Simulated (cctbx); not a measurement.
# Interatomic vectors of Ba2Cr2FeCuF14

Space group C2/c (no. 15), a = 14.1030 Å, b = 5.2870 Å, c = 14.6840 Å, α = 90.00°, β = 90.01°, γ = 90.00°, content Ba8 Cu4 Fe4 Cr8 F56.

Simulated single-crystal data (cctbx): Mo Kα, λ = 0.71073 Å, to d = 0.6 Å, 50 % of the full sphere, strongest reflection 40000 counts, noise from counting, a 4 % proportional error and a noise floor of 15 counts (s.d.); no absorption, some extinction.

Patterson synthesis from sharpened amplitudes, origin scaled to 1000:

```text
Patterson group C 1 2/m 1
      u       v       w   height  length (A)
  0.000   0.000   0.000   1000.0     0.00
  0.000   0.148   0.500    408.0     7.38
  0.133   0.500   0.250    374.5     4.90
  0.183   0.500   0.875    254.8     4.13
  0.132   0.353   0.750    189.9     4.52
  0.184   0.420   0.125    180.6     3.88
  0.183   0.422   0.625    178.3     6.48
  0.000   0.000   0.500    147.8     7.34
  0.184   0.354   0.375    124.0     6.37
  0.063   0.087   0.255    106.2     3.87
  0.123   0.500   0.870    100.2     3.69
  0.063   0.065   0.753     98.9     3.75
  0.195   0.414   0.504     95.4     8.08
  0.194   0.435   0.003     95.3     3.57
```

Q: Assign the vectors.

A peak at u stands for all pairs with xi − xj = u, with weight Σ ZiZj against Σ Z² = 40300 at the origin. Peak heights follow these weights only roughly, since form factors, motion and series ripples differ, all vectors within 0.55 Å of a peak are counted as merged into it though the farther ones add only part of their weight, and F(000) is left out, which lowers the whole map:

| u | v | w | shortest length (Å) | height | 1000 ΣZiZj/ΣZ² | pairs in the cell |
| --- | --- | --- | --- | --- | --- | --- |
| 0.000 | 0.148 | 0.500 | 7.38 | 408 | 369 | 4 × Ba–Ba, 2 × Fe–Fe, 12 × F–F |
| 0.133 | 0.500 | 0.250 | 4.90 | 374 | 311 | 4 × Ba–Ba |
| 0.183 | 0.500 | 0.875 | 4.13 | 255 | 289 | 8 × Ba–Fe |
| 0.132 | 0.353 | 0.750 | 4.52 | 190 | 177 | 2 × Ba–Ba, 4 × Cr–F |
| 0.184 | 0.420 | 0.125 | 3.88 | 181 | 161 | 4 × Ba–Cu |
| 0.183 | 0.422 | 0.625 | 6.48 | 178 | 219 | 4 × Ba–Cu, 4 × Ba–F, 4 × F–F |
| 0.000 | 0.000 | 0.500 | 7.34 | 148 | 198 | 8 × Cr–Cr, 4 × Cu–Cu |
| 0.184 | 0.354 | 0.375 | 6.37 | 124 | 145 | 4 × Ba–Fe |
| 0.063 | 0.087 | 0.255 | 3.88 | 106 | 183 | 4 × Ba–Cr, 4 × Ba–F |
| 0.123 | 0.500 | 0.870 | 3.69 | 100 | 138 | 8 × Cu–Cr |

The table stops at ten peaks or at a height of 45, below which ripples compete. In the model behind the data Ba, the heaviest element, has 1 independent site: (0.8163, 0.9251, 0.3752), up to an allowed shift of origin; the Ba–Ba vectors are differences of these positions and their symmetry mates. The whole model:

```csv
atom,mult.,x,y,z,Ueq (Å²)
Ba1,8,0.8163,0.9251,0.3752,0.0118
Cu1,4,0,1/2,0,0.0109
Fe1,4,0,0.5736,3/4,0.0153
Cr1,8,0.8809,0.9865,0.1293,0.0189
F1,8,0.7517,0.1162,0.5941,0.0223
F2,8,0.8412,0.1883,0.2270,0.0232
F3,8,0.9961,0.1020,0.3396,0.0208
F4,8,0.9495,0.4452,0.8799,0.0162
F5,8,0.5765,0.7038,0.9810,0.0245
F6,8,0.8888,0.6915,0.2079,0.0199
F7,8,0.8620,0.7354,0.5469,0.0260
```

This is a model crystal, built by substitution and not relaxed, with assumed displacement parameters.

[Logs are printed without paths, hosts, clocks, repeated set-up lines and the standing remarks that a program may print on its own settings, such as how far it seeks lower states.]
